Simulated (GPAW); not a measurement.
# Optical response of LiF (Griceite)

Wanted: where LiF (Griceite) starts to absorb, how strongly, and its refractive index.

Program: GPAW 26.7.0. Level of theory: DFT, LDA, plane-wave PAW (GPAW data sets), scalar-relativistic, RPA, optical limit. Results are calculated unless marked as measured.

## (1) Starting point

Symmetry: Fm-3m, No. 225, cubic system. Conventional cell: a = 4.028 Å, b = 4.028 Å, c = 4.028 Å, α = 90.00°, β = 90.00°, γ = 90.00°. F has 6 Li at 2.01 Å nearest. Li has 6 F at 2.01 Å nearest. Farther neighbours and most contacts between anions are not listed.

Structure file:

```cif
data_structure
_symmetry_space_group_name_H-M 'P 1'
_symmetry_Int_Tables_number 1
_cell_length_a 2.8482
_cell_length_b 2.8482
_cell_length_c 2.8482
_cell_angle_alpha 60.000
_cell_angle_beta 60.000
_cell_angle_gamma 60.000
_cell_volume 16.34
loop_
_atom_site_label
_atom_site_type_symbol
_atom_site_fract_x
_atom_site_fract_y
_atom_site_fract_z
_atom_site_occupancy
F1 F 0.50000 0.50000 0.50000 1
Li2 Li 0.00000 0.00000 0.00000 1
```

## (2) Bands for the response

At the fixed density, many empty bands are solved on the mesh of the response, since the spectrum sums over them.

This step: DFT, LDA, plane-wave PAW (GPAW data sets), scalar-relativistic, bands at fixed density (GPAW 26.7.0).

Contents of nscf.py:

```python
from ase.dft.bandgap import bandgap
from gpaw import GPAW, FermiDirac

calc = GPAW('gs.gpw').fixed_density(kpts={'size': (15, 15, 15), 'gamma': True}, nbands=25, convergence={'bands': 19},
                                    occupations=FermiDirac(0.001), txt='nscf.txt')
print('gap (eV)', bandgap(calc, output=None)[0])
print('direct gap (eV)', bandgap(calc, direct=True, output=None)[0])
print('top band over the Fermi level (eV)', min(calc.get_eigenvalues(kpt=k)[18] for k in range(len(calc.get_ibz_k_points()))) - calc.get_fermi_level())
calc.write('full.gpw', mode='all')
```

Started as:

```sh
OMP_NUM_THREADS=1 python nscf.py
```

Numbers of over 12 decimals in the logs are rounded to 6 here.

The log of the run:

```text
Diagonalizing LCAO Hamiltonian
Converting LCAO to pw mode
convergence criteria:
- Maximum integral of absolute [eigenst]ate change: 4e-08 eV^2 / valence electron
maximum number of iterations: 150

SCF iterations
|iter     |      energy | eigst |  dens |
|iter:   1||             | +3.26 |       |
|iter:   2||             | +1.49 |       |
|iter:   3||             | -1.03 |       |
|iter:   4||             | -2.85 |       |
|iter:   5||             | -4.80 |       |
|iter:   6||             | -6.18 |       |
|iter:   7||             | -7.24 |       |
|iter:   8||             | -8.09c|       |
SCF steps: 8
  __  _  _
 | _ |_)|_||  |
 |__||  | ||/\| - 26.7.0

Versions:
  Python: 3.12.14
  ASE:    3.29.0
  Numpy:  2.5.5
  Scipy:  1.18.1
  Libxc:  7.0.0

Input parameters:
  mode=PW(ecut=500.0),
  convergence={'bands': 19},
  gpts=array([15, 15, 15]),
  kpts=MonkhorstPack(size=(15, 15, 15), gamma=True),
  maxiter=150,
  nbands=25,
  occupations=Occupations(name='fermi-dirac', width=0.001, fixmagmom=False),
  parallel={},
  xc=XC(name='LDA')

--- standard output ---
gap (eV) 8.796243
direct gap (eV) 8.800084
top band over the Fermi level (eV) 46.216710
```

The job ended after 19 s (1 thread of Arm Neoverse V1, shared host; peak memory 0.15 GiB).

Numbers from this step:

| Item | Value |
| --- | --- |
| gap on the k-mesh | 8.796 eV |
| direct gap on the mesh | 8.800 eV |

## (3) Dielectric function, RPA

Local fields let the induced charge screen the field inside the cell, which as a rule lowers ε, most along directions where the density is uneven.

This step: DFT, LDA, plane-wave PAW (GPAW data sets), scalar-relativistic, RPA, optical limit (GPAW 26.7.0).

Contents of df.py:

```python
from gpaw.response.df import DielectricFunction

df = DielectricFunction('full.gpw', frequencies={'type': 'nonlinear', 'domega0': 0.03, 'omega2': 8},
                        ecut=50,
                        eta=0.15,
                        nbands=19,
                        txt='df.txt')
for direction in ['x']:
    df.get_dielectric_function(xc='RPA', direction=direction, filename=f'df_{direction}.csv')
```

Started as:

```sh
OMP_NUM_THREADS=1 python df.py
```

The log of the run:

```text
Using integrator: PointIntegrator
NonLinearFrequencyDescriptor(from 0.000 to 86.247 eV, 527 points)
Nonperiodic BCs:  [False False False]
Using integrator: PointIntegrator
NonLinearFrequencyDescriptor(from 0.000 to 86.247 eV, 527 points)
Nonperiodic BCs:  [False False False]

Calculating chi0 body with:
    Ground state adapter containing:
    Number of spins: 1
    Number of kpoints: 3375
    Number of irreducible kpoints: 120
    Number of completely occupied states: 4
    Number of partially occupied states: 4

    Linear response parametrization:
    q_c: [0.0, 0.0, 0.0]
    Number of frequency points: 527
    Planewave cutoff: 50.0
    Number of bands: 19
    Number of planewaves: 15
    Broadening (eta): 0.15

Integrating chi0 body.

Symmetries of q_c:
    Direct symmetries (Uq -> q): 48
    Indirect symmetries (TUq -> q): 0
In total 48 allowed symmetries.

120 groups of equivalent kpoints. 96.444444% reduction.

Integral kind: spectral function

Calculating chi0 optical extensions with:
    Ground state adapter containing:
    Number of spins: 1
    Number of kpoints: 3375
    Number of irreducible kpoints: 120
    Number of completely occupied states: 4
    Number of partially occupied states: 4

    Linear response parametrization:
    Number of frequency points: 527
    Planewave cutoff: 50.0
    Number of bands: 19
    Number of planewaves: 15
    Broadening (eta): 0.15
Integrating chi0 head and wings.

Symmetries of q_c:
    Direct symmetries (Uq -> q): 48
    Indirect symmetries (TUq -> q): 0
In total 48 allowed symmetries.

120 groups of equivalent kpoints. 96.444444% reduction.

Integral kind: spectral function wings
```

Run time: 4 s. Hardware: 1 thread; peak memory 0.17 GiB.

Read-outs, printed or worked out from the files:

| Item | Value |
| --- | --- |
| electronic dielectric constant ε∞, mean over x, y and z (by symmetry where fewer were run) | 1.989 |
| main peak of Im epsilon, first axis | 10.80 eV |

Some rows of df_x.csv (energy; Re and Im without local fields; Re and Im with them):

```text
0.000000, 2.066394, 0.000000, 1.989234, 0.000000
0.429336, 2.067333, 0.000657, 1.990116, 0.000618
0.878195, 2.070338, 0.001355, 1.992939, 0.001273
1.347938, 2.075751, 0.002110, 1.998027, 0.001983
1.840057, 2.084018, 0.002942, 2.005801, 0.002767
2.356191, 2.095729, 0.003883, 2.016820, 0.003655
2.898142, 2.111682, 0.004975, 2.031844, 0.004688
3.467895, 2.132985, 0.006283, 2.051934, 0.005930
4.067647, 2.161232, 0.007909, 2.078619, 0.007479
4.699832, 2.198809, 0.010024, 2.114198, 0.009504
5.367152, 2.249497, 0.012937, 2.162335, 0.012307
6.072622, 2.319756, 0.017270, 2.229329, 0.016507
6.819608, 2.421936, 0.024500, 2.327309, 0.023573
7.611886, 2.584481, 0.039275, 2.484465, 0.038168
8.453705, 2.906354, 0.092590, 2.800058, 0.091713
9.349861, 3.293745, 0.673201, 3.173094, 0.681949
10.305790, 3.474156, 1.522091, 3.308535, 1.525561
11.327680, 1.877714, 2.282367, 1.711486, 2.234880
12.422601, 1.343271, 1.682469, 1.176122, 1.615711
13.598673, 1.376506, 1.067263, 1.196369, 0.978149
```

Values under the direct gap are tails of Lorentzian lines. The Im ε, E ∥ x by photon energy; read off at these points:

| photon energy (eV) | Im ε, E ∥ x |
| --- | --- |
| 0.00 | 0 |
| 0.50 | 7.2e-4 |
| 1.00 | 0.00145 |
| 1.50 | 0.00222 |
| 2.00 | 0.00303 |
| 2.50 | 0.00392 |
| 3.00 | 0.00490 |
| 3.50 | 0.00601 |
| 4.00 | 0.00729 |
| 4.50 | 0.00881 |
| 5.00 | 0.0107 |
| 5.50 | 0.0130 |
| 6.00 | 0.0160 |
| 6.50 | 0.0201 |
| 7.00 | 0.0260 |
| 7.50 | 0.0353 |
| 8.00 | 0.0525 |
| 8.50 | 0.0999 |
| 9.00 | 0.408 |
| 9.50 | 0.729 |
| 10.00 | 1.07 |
| 10.50 | 1.89 |
| 10.81 | 2.55 |
| 11.00 | 2.34 |
| 11.50 | 2.18 |
| 12.00 | 1.86 |
| 12.50 | 1.52 |
| 13.00 | 1.36 |
| 13.50 | 0.987 |

The Re ε, E ∥ x by photon energy:

| photon energy (eV) | Re ε, E ∥ x |
| --- | --- |
| 0.0 | 1.99 |
| 0.5 | 1.99 |
| 1.0 | 1.99 |
| 1.5 | 2.00 |
| 2.0 | 2.01 |
| 2.5 | 2.02 |
| 3.0 | 2.04 |
| 3.5 | 2.05 |
| 4.0 | 2.08 |
| 4.5 | 2.10 |
| 5.0 | 2.13 |
| 5.5 | 2.17 |
| 6.0 | 2.22 |
| 6.5 | 2.28 |
| 7.0 | 2.36 |
| 7.5 | 2.46 |
| 8.0 | 2.60 |
| 8.5 | 2.83 |
| 9.0 | 3.14 |
| 9.5 | 3.21 |
| 10.0 | 3.30 |
| 10.5 | 3.40 |
| 11.0 | 2.19 |
| 11.5 | 1.62 |
| 12.0 | 1.11 |
| 12.5 | 1.11 |
| 13.0 | 0.939 |
| 13.5 | 1.19 |

Table of refractive index n and extinction k by photon energy:

| photon energy (eV) | n | k |
| --- | --- | --- |
| 0.0 | 1.41 | 0 |
| 0.5 | 1.41 | 2.6e-4 |
| 1.0 | 1.41 | 5.2e-4 |
| 1.5 | 1.41 | 7.8e-4 |
| 2.0 | 1.42 | 0.00107 |
| 2.5 | 1.42 | 0.00138 |
| 3.0 | 1.43 | 0.00172 |
| 3.5 | 1.43 | 0.00210 |
| 4.0 | 1.44 | 0.00253 |
| 4.5 | 1.45 | 0.00304 |
| 5.0 | 1.46 | 0.00365 |
| 5.5 | 1.47 | 0.00440 |
| 6.0 | 1.49 | 0.00537 |
| 6.5 | 1.51 | 0.00665 |
| 7.0 | 1.54 | 0.00846 |
| 7.5 | 1.57 | 0.0113 |
| 8.0 | 1.61 | 0.0163 |
| 8.5 | 1.68 | 0.0297 |
| 9.0 | 1.77 | 0.115 |
| 9.5 | 1.80 | 0.202 |
| 10.0 | 1.84 | 0.290 |
| 10.5 | 1.91 | 0.495 |
| 11.0 | 1.64 | 0.713 |
| 11.5 | 1.47 | 0.740 |
| 12.0 | 1.28 | 0.727 |
| 12.5 | 1.22 | 0.621 |
| 13.0 | 1.14 | 0.596 |
| 13.5 | 1.17 | 0.422 |

Values under the direct gap are tails of Lorentzian lines. Im ε, E ∥ x against photon energy; read off at these points:

| photon energy (eV) | without local fields | with local fields |
| --- | --- | --- |
| 0.00 | 0 | 0 |
| 0.50 | 7.7e-4 | 7.2e-4 |
| 1.00 | 0.00155 | 0.00145 |
| 1.50 | 0.00236 | 0.00222 |
| 2.00 | 0.00323 | 0.00303 |
| 2.50 | 0.00416 | 0.00392 |
| 3.00 | 0.00520 | 0.00490 |
| 3.50 | 0.00636 | 0.00601 |
| 4.00 | 0.00771 | 0.00729 |
| 4.50 | 0.00930 | 0.00881 |
| 5.00 | 0.0112 | 0.0107 |
| 5.50 | 0.0136 | 0.0130 |
| 6.00 | 0.0167 | 0.0160 |
| 6.50 | 0.0209 | 0.0201 |
| 7.00 | 0.0270 | 0.0260 |
| 7.50 | 0.0364 | 0.0353 |
| 8.00 | 0.0537 | 0.0525 |
| 8.50 | 0.101 | 0.0999 |
| 9.00 | 0.404 | 0.408 |
| 9.50 | 0.720 | 0.729 |
| 10.00 | 1.06 | 1.07 |
| 10.50 | 1.90 | 1.89 |
| 10.81 | 2.59 | 2.55 |
| 11.00 | 2.38 | 2.34 |
| 11.50 | 2.24 | 2.18 |
| 12.00 | 1.92 | 1.86 |
| 12.50 | 1.58 | 1.52 |
| 13.00 | 1.45 | 1.36 |
| 13.50 | 1.07 | 0.987 |

The reflectivity at normal incidence, E ∥ x by photon energy; read off at these points:

| photon energy (eV) | reflectivity at normal incidence, E ∥ x (%) |
| --- | --- |
| 0.00 | 2.90 |
| 0.50 | 2.90 |
| 1.00 | 2.92 |
| 1.50 | 2.94 |
| 2.00 | 2.98 |
| 2.50 | 3.03 |
| 3.00 | 3.09 |
| 3.50 | 3.17 |
| 4.00 | 3.26 |
| 4.50 | 3.37 |
| 5.00 | 3.51 |
| 5.50 | 3.67 |
| 6.00 | 3.88 |
| 6.50 | 4.13 |
| 7.00 | 4.46 |
| 7.50 | 4.89 |
| 8.00 | 5.50 |
| 8.50 | 6.48 |
| 9.00 | 7.95 |
| 9.50 | 8.68 |
| 10.00 | 9.68 |
| 10.50 | 12.3 |
| 10.66 | 13.7 |
| 11.00 | 12.3 |
| 11.50 | 11.6 |
| 12.00 | 10.6 |
| 12.42 | 8.67 |
| 12.50 | 8.17 |
| 13.00 | 7.60 |
| 13.50 | 4.23 |
| 13.77 | 4.87 |

At chosen wavelengths:

| wavelength (nm) | n | k | R (%) | 1/α |
| --- | --- | --- | --- | --- |
| 800 | 1.41 | 0.001 | 2.9 | 78 µm |
| 633 | 1.42 | 0.001 | 3.0 | 48 µm |
| 450 | 1.42 | 0.002 | 3.1 | 23 µm |
| 405 | 1.43 | 0.002 | 3.1 | 18 µm |
| 308 | 1.44 | 0.003 | 3.3 | 9.6 µm |
| 248 | 1.46 | 0.004 | 3.5 | 5.4 µm |
| 193 | 1.51 | 0.006 | 4.1 | 2.4 µm |

Below the direct gap, k and the depth come from the tails of the Lorentzian lines, not from transitions.

## (4) Outcome

```
electronic dielectric constant ε∞, mean over x, y and z (by symmetry where fewer were run) (RPA) : 1.99
main peak of Im epsilon, first axis                                                              : 10.8 eV
```

In words: At this level (LDA, RPA) LiF has ε∞ = 1.99 and n = 1.41 at 1550 nm, and Im ε peaks at 10.8 eV. On the mesh the gap is 8.80 eV and the least direct gap 8.80 eV. Local fields change the static value along x from 2.07 to 1.99 (-4 %). Distinct maxima of Im ε, read by a parabola through the highest points, lie at 10.80 eV (2.5), 11.19 eV (2.5), 12.37 eV (1.6) and 13.78 eV (1.1). Excitons and phonon-assisted transitions are missing; LDA gaps are as a rule too small, which pulls the onset down and ε∞ up. The sum runs over mesh points, so small or evenly spaced maxima can still be ripples of the mesh. In this version of GPAW the matrix elements of the optical limit are incomplete, which can lower ε − 1 by up to a tenth where first-row anions or d states rule, and shift it by more in d metals.

[Machine, clock and banner lines and Python warnings are left out of the logs.]

[Logs are printed without paths, hosts, clocks, repeated set-up lines and the standing remarks that a program may print on its own settings, such as how far it seeks lower states.]

[Hosts, paths, dates, database ids (printed as entryN), source tags and the programs' standing remarks are cut or masked in the printed files.]
